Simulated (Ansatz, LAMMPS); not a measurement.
# Which site? Zn in place of Ga in Ga2O3 with crystalline order left by the classical run (95 atoms): runs compared

At which site of Ga2O3 with crystalline order left by the classical run (95 atoms) does Zn in place of Ga cost least, and what about the site decides it?

Computed with Ansatz 0.2.0: Kohn-Sham DFT, PBE, PAW (set soft_1), plane waves.

## 1. The cell as built

The cell holds 95 atoms: 38 Ga and 57 O. Cell: a = 10.645 Å, b = 10.645 Å, c = 10.645 Å, α = 90.0°, β = 90.0°, γ = 90.0°. 95 atoms (38 Fe, 57 O) placed at random at 4.21 g/cm³, melted at 5000 K for 10 ps at fixed volume with the Morse and Coulomb pair potential with partial charges (Pedone, Malavasi, Menziani, Cormack and Segre, J. Phys. Chem. B 110, 11780 (2006)). Quenched from 5000 K to 300 K at 50 K/ps and fixed volume, held 5 ps, then minimised at fixed cell. Then Fe was replaced by Ga and the cell scaled by 1.003 (the potential has no terms for the new elements, so the cell is a start for a DFT relaxation).

What the set-up can't give: The quench rate of 50 K/ps far exceeds what a furnace or splat quench reaches, so expect more defects and frozen-in strain than in a real sample. The network of bonds at the start is that of the classical potential that made the cell, and needn't be the one that DFT or experiment would give. Only the Γ point is sampled, in a cell whose shortest periodic width is 11 Å.

## 2. The reference run

The reference is a single point at the end of the relaxation.

Every defect cell starts from the geometry of this run and is relaxed in the fixed cell.

Its input, with most atom lines left out:

```yaml
crystal:
  lattice:
    - [10.64534, 0.0, 0.0]
    - [0.0, 10.64534, 0.0]
    - [0.0, 0.0, 10.64534]
  atoms:
    - { symbol: Ga, position: [0.88305, 0.09824, 0.41966] }
    - { symbol: Ga, position: [0.6672, 0.92822, 0.23853] }
    - { symbol: Ga, position: [0.30705, 0.6364, 0.89093] }
    - { symbol: Ga, position: [0.86206, 0.65271, 0.29852] }
    - { symbol: Ga, position: [0.04735, 0.68278, 0.03172] }
    - { symbol: Ga, position: [0.06384, 0.89124, 0.26438] }
    - { symbol: Ga, position: [0.10417, 0.22952, 0.22492] }
    [... atom lines 8 to 95 left out ...]
kpoints:
  mp_grid: { grid: [1, 1, 1] }
hamiltonian:
  xc: pbe
  pseudopotentials: { kind: paw, azcp: { folder: soft_1 } }
scf:
  occupations: { method: gaussian, width: 0.025 }
output:
  forces: true
  stress: true
  populations: intrinsic
  dos:
    method: { smearing: { sigma: 0.15 } }
    de: 0.1
    projected: { site_lists: { Ga: [Ga], O: [O] } }
  eigenvalues: true
  write_density: true
  write_potential: true
  volumetric_format: npy
  elf: true
```

| Item | Value |
| --- | --- |
| free energy per atom | -1853.8820 eV/atom |
| r.m.s. force component | 0.00888 eV/Å |
| pressure | -3.931 GPa |

Filled and empty levels are parted by 1.15 eV (at Γ alone); a semilocal functional tends to put such gaps too low. In a disordered cell it changes from sample to sample, and tail or defect levels can set it.

## 3. The runs

Each row is one run, on 4 threads of Arm Neoverse V1, shared host. The free energy is the program's total, comparable only between runs with the same functional, potentials and atoms.

```
                                 run  atoms    outcome  ionic steps, all passes  free energy (eV)     time  host memory (GiB)
           Single point at the start     95  converged                        -       -176112.426     28 s                1.8
                          Relaxation     95  converged                       15       -176118.786  4.4 min                1.9
Single point at the relaxed geometry     95  converged                        -       -176118.786     38 s                1.9
       Zn on a site of Ga, site Ga23     95  converged                        8       -175652.306   10 min                3.2
        Zn on a site of Ga, site Ga4     95  converged                        7       -175652.308  6.9 min                3.2
       Zn on a site of Ga, site Ga21     95  converged                        8       -175652.784    8 min                3.2
        Zn on a site of Ga, site Ga6     95  converged                       12       -175652.772   14 min                3.2
        Zn on a site of Ga, site Ga3     95  converged                        7       -175652.390  8.6 min                3.2
```

A closer look about site Ga21, the cheapest one, after relaxation: 10 atoms, nearest first, numbered in the order of the input, with positions taken from that point.

```csv
atom,x,y,z,distance (Å),bonds,moment (μB)
Zn21,0.00,0.06,0.04,0.08,4,0.00
O79,1.47,-1.33,0.09,1.98,3,0.00
O55,0.99,1.28,1.17,1.99,3,0.00
O44,-1.75,-0.51,0.81,2.00,3,0.00
O66,-0.17,-0.02,-2.01,2.01,3,0.28
O74,-2.51,0.37,-1.99,3.23,3,0.31
Ga32,-0.34,-1.84,-2.63,3.23,4,0.00
Ga36,1.38,-2.53,1.48,3.24,4,0.00
Ga27,3.09,-0.73,-0.65,3.24,4,0.00
Ga29,-3.20,-0.37,-0.42,3.25,4,0.00
```

The column of bonds counts only the pairs O-Ga within 2.50 Å, O-Zn within 2.48 Å; other neighbours, such as metal atoms beside each other in a compound, aren't counted, and periodic images can show an atom twice.

## 4. The sites compared

All these cells hold the same atoms, so their energies can be compared with no chemical potential.

```
site  neighbours  mean distance (Å)  atoms within 6 Å  energy over the best site (eV)  before relaxation (eV)  gain on relaxing (eV)  moment (μB)
Ga21          O4               1.91                73                            0.00                    0.00                   0.56          1.0
 Ga6          O4               1.91                68                            0.01                    0.09                   0.64          1.0
 Ga3          O5               1.99                65                            0.39                    0.22                   0.38          1.0
 Ga4          O6               2.09                74                            0.48                    0.32                   0.40          1.0
Ga23          O4               1.90                73                            0.48                    0.36                   0.44          1.0
```

Neighbours are those of the relaxed host within 2.48 Å (O-Ga); other pairs aren't counted.

## 5. What came out

The cheapest site is Ga21 (4 neighbours, O4); the dearest, Ga23 (4 neighbours, O4), costs 0.48 eV more. Ga6 lies within 0.02 eV of the cheapest, a tie at this tolerance. By coordination the energies over the best site are 0.00 to 0.48 eV with 4 neighbours, 0.39 eV with 5 neighbours and 0.48 eV with 6 neighbours. Relaxation gains 0.38 to 0.64 eV and leaves the best site the same.

**Limits.** Defects are neutral and interact with their images. The reference ran with gaussian smearing of 0.025 eV, but 5 of the 5 defect cells with fermi-dirac smearing of 0.025 eV, spin polarised. In a disordered cell the relaxation can also rearrange atoms far from the site. In the spin-polarised runs the search for a state of lower energy was switched off. Only 5 of the 38 Ga sites were tried; unless symmetry makes the others alike to these, a cheaper one may exist. A local or semilocal functional tends to spread out the unpaired spin of such defects. The stress is far from hydrostatic: its diagonal is -6.1, -0.4, -5.3 GPa, compression counted positive. The pressure of -3.9 GPa shows the cell to be stretched for this functional.

The DFT runs together took 53 min of wall time.

[Logs are printed without paths, hosts, clocks, repeated set-up lines and the standing remarks that a program may print on its own settings, such as how far it seeks lower states.]

[Hosts, paths, dates, database ids (printed as entryN), source tags and the programs' standing remarks are cut or masked in the printed files.]
